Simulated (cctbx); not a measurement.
## Interatomic vectors of CsNiAgI5F

Space group Imma (no. 74), a = 9.7030 Å, b = 9.9300 Å, c = 13.9050 Å, α = 90.00°, β = 90.00°, γ = 90.00°, content Cs4 I20 Ag4 Ni4 F4.

Simulated single-crystal data (cctbx): Mo Kα, λ = 0.71073 Å, to d = 0.8 Å, 50 % of the full sphere, strongest reflection 20000 counts, noise from counting, a 4 % proportional error and a noise floor of 8 counts (s.d.); no absorption, some extinction.

Patterson synthesis from sharpened amplitudes, origin scaled to 1000:

```text
Patterson group I m m m
      u       v       w   height  length (A)
  0.000   0.000   0.000   1000.0     0.00
  0.000   0.500   0.252    361.8     6.07
  0.000   0.399   0.000    297.9     3.97
  0.118   0.500   0.500    295.4     8.62
  0.190   0.200   0.500    275.8     7.46
  0.122   0.101   0.500    151.8     7.12
  0.191   0.200   0.199    151.6     3.88
  0.000   0.100   0.252    143.0     3.64
  0.000   0.000   0.302    140.3     4.20
  0.116   0.000   0.248    137.6     3.62
  0.191   0.299   0.250    135.7     4.94
  0.193   0.300   0.052    131.0     3.59
  0.190   0.449   0.127    118.4     5.13
  0.000   0.500   0.454    118.3     8.03
```

**Question.** Which atom pairs make the peaks, and where is the heaviest atom?

A peak at u stands for all pairs with xi − xj = u, with weight Σ ZiZj against Σ Z² = 80576 at the origin. Peak heights follow these weights only roughly, since form factors, motion and series ripples differ, all vectors within 0.55 Å of a peak are counted as merged into it though the farther ones add only part of their weight, and F(000) is left out, which lowers the whole map:

| u | v | w | shortest length (Å) | height | 1000 ΣZiZj/ΣZ² | pairs in the cell |
| --- | --- | --- | --- | --- | --- | --- |
| 0.000 | 0.500 | 0.252 | 5.95 | 362 | 378 | 8 × I–I, 2 × Cs–Cs, 4 × I–F |
| 0.000 | 0.399 | 0.000 | 3.96 | 298 | 279 | 8 × I–I |
| 0.118 | 0.500 | 0.500 | 3.71 | 295 | 279 | 8 × I–I |
| 0.190 | 0.200 | 0.500 | 4.23 | 276 | 289 | 8 × Cs–I |
| 0.122 | 0.101 | 0.500 | 5.40 | 152 | 139 | 4 × I–I |
| 0.191 | 0.200 | 0.199 | 3.88 | 152 | 163 | 4 × I–I, 4 × I–F |
| 0.000 | 0.100 | 0.252 | 3.64 | 143 | 139 | 4 × I–I |
| 0.000 | 0.000 | 0.302 | 4.20 | 140 | 169 | 4 × Cs–I, 4 × Cs–F |
| 0.116 | 0.000 | 0.248 | 3.63 | 138 | 139 | 4 × I–I |
| 0.191 | 0.299 | 0.250 | 4.93 | 136 | 145 | 4 × Cs–I |

The table stops at ten peaks or at a height of 45, below which ripples compete. In the model behind the data Cs, the heaviest element, has 1 independent site: (1/2, 3/4, 0.1240), up to an allowed shift of origin; the Cs–Cs vectors are differences of these positions and their symmetry mates. Elements of similar Z can't be told apart from the map alone. The whole model:

```
atom  mult.       x       y       z  Ueq (Å²)
 Cs1      4     1/2     3/4  0.1240    0.0128
  I1     16  0.6907  0.0500  0.3732    0.0078
  I2      4       0     3/4  0.0716    0.0127
 Ag1      4       0     1/2       0    0.0101
 Ni1      4     1/4     1/4     1/4    0.0194
  F1      4     1/2     1/4  0.1751    0.0255
```

This is a model crystal, built by substitution and not relaxed, with assumed displacement parameters.

[Logs are printed without paths, hosts, clocks, repeated set-up lines and the standing remarks that a program may print on its own settings, such as how far it seeks lower states.]
